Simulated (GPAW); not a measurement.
**Zn K ELNES/XANES of zinc-blende (ZnS)₁₋ₓ(ZnSe)ₓ at x = 0.25 from DFT**

What does the Zn K edge look like in zinc-blende (ZnS)₁₋ₓ(ZnSe)ₓ at x = 0.25?

Program: GPAW 26.7.0. Level of theory: X-ray absorption from dipole matrix elements to empty bands, plane-wave PAW LDA. Results are calculated unless marked as measured.

**1. Starting point**

The cell holds 16 atoms: 8 Zn, 6 S and 2 Se. Its edges and angles: a = 7.742 Å, b = 7.742 Å, c = 7.742 Å, α = 60.0°, β = 60.0°, γ = 60.0°. 16-atom zinc-blende cell, 2 of 8 S sites taken by Se at random, lattice constants typed for the ends and interpolated (Vegard).

**2. Relaxation**

The cell was built by hand, so its atoms are relaxed first: near-edge features follow bond lengths closely.

relax.py reads:

```python
import numpy as np
from ase import Atoms
from ase.parallel import parprint, paropen
from gpaw import GPAW, PW, FermiDirac, Mixer, MixerDif, setup_paths
from ase.optimize import BFGS

atoms = Atoms('ZnSZnSeZnSZnSZnSZnSZnSeZnS',
    cell=[[0, 5.4745, 5.4745],
     [5.4745, 0, 5.4745],
     [5.4745, 5.4745, 0]],
    scaled_positions=[[0.99864, 0.000035, 0.996001],
     [0.124373, 0.126294, 0.126279],
     [0.001488, 0.003605, 0.501405],
     [0.123746, 0.122306, 0.624092],
     [0.001982, 0.499061, 0.001297],
     [0.126157, 0.622117, 0.12196],
     [0.998741, 0.495033, 0.498743],
     [0.125962, 0.623329, 0.622177],
     [0.503726, 0.997927, 0.999946],
     [0.625463, 0.12772, 0.122231],
     [0.500781, 0.0021, 0.49914],
     [0.624216, 0.120991, 0.623444],
     [0.49704, 0.501436, 0.998945],
     [0.627779, 0.622325, 0.126686],
     [0.499376, 0.500767, 0.500912],
     [0.626064, 0.624951, 0.624194]],
    pbc=True)
atoms.calc = GPAW(legacy_gpaw=True, mode=PW(400, force_complex_dtype=True), xc='LDA', setups={},
    kpts={'size': (3, 3, 3), 'gamma': True}, occupations=FermiDirac(0.08),
    charge=0, mixer=Mixer(0.1, 5, 50), maxiter=150,
    convergence={'density': 0.0001, 'eigenstates': 1e-6}, txt='relax.txt')
steps = []
opt = BFGS(atoms, logfile='-')
opt.attach(lambda: steps.append([atoms.get_potential_energy(), float(np.linalg.norm(atoms.get_forces(), axis=1).max())]))
done = opt.run(fmax=0.05, steps=30)
out = dict(done=bool(done), steps=steps, frac=atoms.get_scaled_positions().tolist())
import json
with paropen('out.json', 'w') as f:
    json.dump(out, f)
```

Command:

```
OMP_NUM_THREADS=1 mpirun -n 4 gpaw python relax.py
```

Numbers of over 12 decimals in the logs are rounded to 6 here.

The log of the run:

```text
Input parameters:
  convergence: {density: 0.0001,
                eigenstates: 1e-06}
  kpts: {gamma: True,
         size: (3, 3, 3)}
  maxiter: 150
  mixer: {backend: pulay,
          beta: 0.1,
          method: separate,
          nmaxold: 5,
          weight: 50}
  mode: {ecut: 400.0,
         force_complex_dtype: True,
         name: pw}
  occupations: {fixmagmom: False,
                name: fermi-dirac,
[...]
14 Zn   -0.01694   -0.01143    0.00952
 15 S    -0.00227    0.00312   -0.00318
Step     Time          Energy          fmax
BFGS:    0 02:20:38      -63.689814        1.308190
BFGS:    1 02:20:59      -63.764464        1.027828
BFGS:    2 02:21:25      -63.933726        0.152103
BFGS:    3 02:21:46      -63.938677        0.129120
BFGS:    4 02:21:56      -63.939237        0.125272
BFGS:    5 02:22:13      -63.939902        0.067863
BFGS:    6 02:22:29      -63.940488        0.025167
[key lines of the parts left out:]
Converged after 8 iterations.
Dipole moment: (-25.027561, -25.223200, -25.286329) |e|*Ang
Free energy:    -63.940488
Fermi level: 4.34171
```

Elapsed: 2.4 min, on 4 MPI ranks of Intel Xeon 6975P-C (Granite Rapids), shared host; peak memory 0.37 GiB; 9.7 min of CPU time.

In 6 steps the energy fell by 251 meV (energies extrapolated to zero smearing) and the largest force to 0.025 eV/Å. Atom 3 (Zn; the text counts from 1, the script from 0) is among those that moved most, by 0.11 Å.

**3. Ground state of the crystal**

A plain self-consistent run shows whether there is a gap, which decides the set-up of the core-hole run.

scf.py reads:

```python
import numpy as np
from ase import Atoms
from ase.parallel import parprint, paropen
from gpaw import GPAW, PW, FermiDirac, Mixer, MixerDif, setup_paths
from gpaw.test import gen
setup_paths.insert(0, '.')
gen('Zn', name='nch1s', xcname='LDA', corehole=(1, 0, 0), write_xml=True)
from gpaw.mpi import world
world.barrier()

atoms = Atoms('ZnSZnSeZnSZnSZnSZnSZnSeZnS',
    cell=[[0, 5.4745, 5.4745],
     [5.4745, 0, 5.4745],
     [5.4745, 5.4745, 0]],
    scaled_positions=[[0.9965554, 0.9965927, 0.0090852],
     [0.1260515, 0.1236248, 0.1242575],
     [0.9968971, 0.9960013, 0.4961301],
     [0.1258595, 0.1235216, 0.6243187],
     [0.0109788, 0.4954569, 0.9951493],
     [0.1249512, 0.6248139, 0.1238001],
     [0.9966041, 0.5078084, 0.4954533],
     [0.1245701, 0.6240311, 0.6237106],
     [0.4980863, 0.0077536, 0.9969037],
     [0.6251008, 0.1258625, 0.1236073],
     [0.5106921, 0.997054, 0.4949029],
     [0.6252745, 0.1243548, 0.6249197],
     [0.4966065, 0.4982379, 0.995738],
     [0.6261292, 0.6234959, 0.1252654],
     [0.4961351, 0.4961722, 0.510148],
     [0.6249101, 0.6251642, 0.6240336]],
    pbc=True)
atoms.calc = calc = GPAW(legacy_gpaw=True, mode=PW(400, force_complex_dtype=True), xc='LDA', setups={0: 'nch1s'},
    kpts={'size': (3, 3, 3), 'gamma': True}, occupations=FermiDirac(0.05),
    charge=0, mixer=Mixer(0.1, 5, 50), maxiter=150,
    convergence={'density': 0.0001, 'eigenstates': 1e-6}, txt='scf.txt')
energy = atoms.get_potential_energy() + calc.get_reference_energy()
ef = calc.get_fermi_level()
out = dict(energy=energy, fermi=ef, forces=atoms.get_forces().tolist())
parprint(f'all-electron energy {energy:.4f} eV, Fermi level {ef:.4f} eV')
ev = np.array([[calc.get_eigenvalues(k, s) for k in range(len(calc.get_ibz_k_points()))] for s in range(calc.get_number_of_spins())])
out['homo'], out['lumo'], out['counts'] = ev[ev < ef].max(), ev[ev > ef].min(), sorted(set((ev < ef).sum((0, 2)).tolist()))
out['filled'] = (ev[:, 0] < ef).sum(1).tolist()
import json
with paropen('out.json', 'w') as f:
    json.dump(out, f)
```

Command:

```
OMP_NUM_THREADS=1 mpirun -n 4 gpaw python scf.py
```

The log of the run:

```text
Input parameters:
  convergence: {density: 0.0001,
                eigenstates: 1e-06}
  kpts: {gamma: True,
         size: (3, 3, 3)}
  maxiter: 150
  mixer: {backend: pulay,
          beta: 0.1,
          method: separate,
          nmaxold: 5,
          weight: 50}
  mode: {ecut: 400.0,
         force_complex_dtype: True,
         name: pw}
  occupations: {fixmagmom: False,
                name: fermi-dirac,
                width: 0.05}
  setups: {0: nch1s}

Initialize ...

[... PAW data sets ...]

Reference energy: -587285.064572  # eV

Spin-paired calculation

[... convergence settings ...]
Symmetries present (total): 1
  [... symmetry matrices ...]

27 k-points: 3 x 3 x 3 Monkhorst-Pack grid
14 k-points in the irreducible part of the Brillouin zone
       k-points in crystal coordinates                weights
   0:     0.00000000    0.00000000    0.00000000          1/27
   1:     0.00000000    0.00000000    0.33333333          2/27
   2:     0.00000000    0.33333333   -0.33333333          2/27
   3:     0.00000000    0.33333333    0.00000000          2/27
   4:     0.00000000    0.33333333    0.33333333          2/27
   5:     0.33333333   -0.33333333   -0.33333333          2/27
   6:     0.33333333   -0.33333333    0.00000000          2/27
   7:     0.33333333   -0.33333333    0.33333333          2/27
   8:     0.33333333    0.00000000   -0.33333333          2/27
   9:     0.33333333    0.00000000    0.00000000          2/27
          ...
  13:     0.33333333    0.33333333    0.33333333          2/27

Wave functions: Plane wave expansion
  Cutoff energy: 400.000 eV
  Number of coefficients (min, max): 5942, 6002
  Pulay-stress correction: 0.000000 eV/Ang^3 (de/decut=0.000000)
  Using FFTW library
  Wavefunction extrapolation:
    Improved wavefunction reuse through dual PAW basis

Occupation numbers: Fermi-Dirac:
  width: 0.0500  # eV

Eigensolver
   Davidson(niter=2)

Densities:
  Coarse grid: 36*36*36 grid
  Fine grid: 72*72*72 grid
  Total Charge: 0.000000

Density mixing:
  Method: separate
  Backend: pulay
  Linear mixing parameter: 0.1
  old densities: 5
  Width of damping distribution: 1.1
  Damping of long wavelength oscillations: 50

[... Hamiltonian set-up ...]
Number of atoms: 16
Number of atomic orbitals: 104
Number of bands in calculation: 91
Number of valence electrons: 144
Bands to converge: occupied

... initialized

Initializing position-dependent things.

Density initialized from atomic densities
Creating initial wave functions:
  91 bands from LCAO basis set

                             Zn

                    Zn
                      Zn

                           Zn
                         S
                             Zn
                Se  Zn
                  S
                      Zn
         S             S
                           Zn
              S
                Se

       S

Atomic positions and initial magnetic moments

Positions:
   0 Zn     5.505584    5.505379   10.911489    ( 0.0000,  0.0000,  0.0000)
   1 S      1.357032    1.370317    1.366853    ( 0.0000,  0.0000,  0.0000)
   2 Zn     8.168673    8.173577   10.910122    ( 0.0000,  0.0000,  0.0000)
   3 Se     4.094052    4.106851    1.365237    ( 0.0000,  0.0000,  0.0000)
   4 Zn     8.160324    5.508048    2.772482    ( 0.0000,  0.0000,  0.0000)
   5 S      4.098287    1.361789    4.104589    ( 0.0000,  0.0000,  0.0000)
   6 Zn     5.492356    8.168268    8.235906    ( 0.0000,  0.0000,  0.0000)
[...]
13 Se     4.099094    4.113510    6.841073    ( 0.0000,  0.0000,  0.0000)
  14 Zn     5.509100    5.508897    5.432386    ( 0.0000,  0.0000,  0.0000)
  15 S      6.838733    6.837342    6.843532    ( 0.0000,  0.0000,  0.0000)

Unit cell:
           periodic     x           y           z      points  spacing
  1. axis:    yes    0.000000    5.474500    5.474500    36     0.1756
  2. axis:    yes    5.474500    0.000000    5.474500    36     0.1756
  3. axis:    yes    5.474500    5.474500    0.000000    36     0.1756

  Lengths:   7.742112   7.742112   7.742112
  Angles:   60.000000  60.000000  60.000000

Effective grid spacing dv^(1/3) = 0.1916

iter:   1   -65.182328
iter:   2   -65.232677   -0.11  -1.21
iter:   3   -63.979590   -1.10  -1.28
iter:   4   -64.072813   -1.66  -1.58
iter:   5   -64.025299   -1.95  -1.66
iter:   6   -63.973811   -2.78  -2.13
iter:   7   -63.963332c  -2.28  -2.61
iter:   8   -63.941905c  -2.98  -2.55
iter:   9   -63.942743c  -3.56  -2.96
iter:  10   -63.940487c  -3.81  -3.14
iter:  11   -63.940470c  -4.36  -3.65
iter:  12   -63.940481c  -4.62  -3.91
iter:  13   -63.940479c  -4.81  -4.00
iter:  14   -63.940482c  -4.98  -4.41c
iter:  15   -63.940484c  -5.26  -4.79c
iter:  16   -63.940485c  -5.47  -4.84c
iter:  17   -63.940487c  -5.71  -4.83c
iter:  18   -63.940487c  -6.07c -4.81c

Converged after 18 iterations.

Dipole moment: (-25.027884, -25.223551, -25.286678) |e|*Ang

Energy contributions relative to reference atoms: (reference = -587285.064572)

Kinetic:        +69.135891
Potential:      -58.553853
External:        +0.000000
XC:             -74.352808
Entropy (-ST):   -0.000000
Local:           -0.169716
SIC:             +0.000000
--------------------------
Free energy:    -63.940487
Extrapolated:   -63.940487

Showing only first 2 kpts
 Kpt  Band  Eigenvalues  Occupancy
  0    70      3.49985    2.00000
  0    71      3.50028    2.00000
  0    72      5.07530    0.00000
  0    73      6.30471    0.00000

  1    70      3.25297    2.00000
  1    71      3.25372    2.00000
  1    72      6.24456    0.00000
  1    73      6.47966    0.00000

Fermi level: 4.31601

Gap: 1.575 eV
Transition (v -> c):
  (s=0, k=0, n=71, [0.00, 0.00, 0.00]) -> (s=0, k=0, n=72, [0.00, 0.00, 0.00])
No difference between direct/indirect transitions

Forces in eV/Ang:
  0 Zn   -0.01400   -0.00452    0.01514
  1 S     0.00990   -0.00437    0.00195
  2 Zn    0.00296    0.01124    0.00982
  3 Se    0.00316   -0.01247    0.00087
  4 Zn    0.01567   -0.00527   -0.01322
  5 S    -0.00825    0.00393   -0.00384
  6 Zn    0.00901    0.01735    0.00835
[...]
13 Se    0.00166   -0.01343    0.00281
 14 Zn   -0.01746   -0.01181    0.01026
 15 S    -0.00395    0.00337   -0.00390
Scalar-relativistic atomic LDA calculation for Zn (Zinc, Z=30)
Core hole in 1s state (1s occupation: 2.0)
600 radial gridpoints.
|------------------------------------------------|
|------------------------------------------------|
[... the atom generator's iteration count ...]

Energy contributions:
-------------------------
Kinetic:    +1820.136505
XC:           -68.759408
Potential:  -3544.299429
-------------------------
Total:      -1792.922333

state      eigenvalue         ekin         rmax
-----------------------------------------------
1s^2.0 :  -349.206168   449.580746        0.033
2s^2.0 :   -42.473795    85.129008        0.190
2p^6.0 :   -36.877768    83.147768        0.152
3s^2.0 :    -4.724967    18.930386        0.589
3p^6.0 :    -3.060180    16.736648        0.592
3d^10.0:    -0.383140    11.061255        0.564
4s^2.0 :    -0.228494     1.468588        2.078
4p^0.0 :    -0.045217     0.573191        3.031
-----------------------------------------------
(units: Bohr and Hartree)

Generating PAW setup
Kinetic energy of the core from tauc = 1724.019189
Cutoffs:
rc(s)=2.430
rc(p)=2.400
rc(d)=2.230
rc(vbar)=2.260
rc(comp)=2.200
rc(nct)=2.430

Kinetic energy of the core states: 1706.586777
Charge: 0.0
Core electrons: 18.0
Valence electrons: 12.0
Pseudo-core charge: 0.107007
Shape function alpha=2.066
Pseudo-electron charge 3.914685
state    eigenvalue         norm
--------------------------------
4s(2) :    -0.228494     1.130383
*s    :     0.771506
4p(0) :    -0.045217     1.008310
*p    :     0.954783
3d(10):    -0.383140     0.154691
*d    :     0.616860
--------------------------------

Diagonalizing with gridspacing h=0.050

state   all-electron     PAW
-------------------------------
4s:      -0.228494    -0.228671
4p:      -0.045217    -0.045275
3d:      -0.383140    -0.383726
*f:                    0.072913
-------------------------------
all-electron energy -587349.0051 eV, Fermi level 4.3160 eV
```

Run time: 44 s. Hardware: 4 MPI ranks; peak memory 0.35 GiB; 2.9 min of CPU time.

The mesh shows a gap of 1.57 eV. The excited electron is kept all the same, so that all members of the series, with or without a gap, are treated alike.

**4. Reference energy of the cell**

The photon energy needs a difference of total energies, so the cell and mesh of the coming hole run are first run without a hole.

scf.py, as its differences from that of step 3:

```diff
@@ -32,3 +32,3 @@
 atoms.calc = calc = GPAW(legacy_gpaw=True, mode=PW(400, force_complex_dtype=True), xc='LDA', setups={0: 'nch1s'},
-    kpts={'size': (3, 3, 3), 'gamma': True}, occupations=FermiDirac(0.05),
+    kpts={'size': (3, 3, 3), 'gamma': True}, occupations=FermiDirac(0.02),
     charge=0, mixer=Mixer(0.1, 5, 50), maxiter=150,
```

The log of the run:

```text
Input parameters:
  convergence: {density: 0.0001,
                eigenstates: 1e-06}
  kpts: {gamma: True,
         size: (3, 3, 3)}
  maxiter: 150
  mixer: {backend: pulay,
          beta: 0.1,
          method: separate,
          nmaxold: 5,
          weight: 50}
  mode: {ecut: 400.0,
         force_complex_dtype: True,
         name: pw}
  occupations: {fixmagmom: False,
                name: fermi-dirac,
[...]
*s    :     0.771506
4p(0) :    -0.045217     1.008310
*p    :     0.954783
3d(10):    -0.383140     0.154691
*d    :     0.616860
--------------------------------

Diagonalizing with gridspacing h=0.050

state   all-electron     PAW
-------------------------------
4s:      -0.228494    -0.228671
4p:      -0.045217    -0.045275
3d:      -0.383140    -0.383726
*f:                    0.072913
-------------------------------
all-electron energy -587349.0051 eV, Fermi level 4.0140 eV
[key lines of the parts left out:]
Converged after 18 iterations.
Dipole moment: (-25.027884, -25.223551, -25.286678) |e|*Ang
Free energy:    -63.940487
Fermi level: 4.01399
```

The job ended after 45 s (4 MPI ranks; peak memory 0.35 GiB).

Reference energy: -587349.005 eV with the cores included.

(Continued in part 2 of 3.)

[Banner, clock and machine lines of the logs are left out without a mark of their own.]

[Logs are printed without paths, hosts, clocks, repeated set-up lines and the standing remarks that a program may print on its own settings, such as how far it seeks lower states.]

[Hosts, paths, dates, database ids (printed as entryN), source tags and the programs' standing remarks are cut or masked in the printed files.]

[Lists of maxima count a maximum above −3 eV only where it reaches 4 % of the highest in the window and stands out from its surroundings by 2 % of it (1.5 % where it reaches 55 %); shoulders and weaker maxima are passed over, and of the rest the first, up to two pre-edge ones and the few strongest are named.]
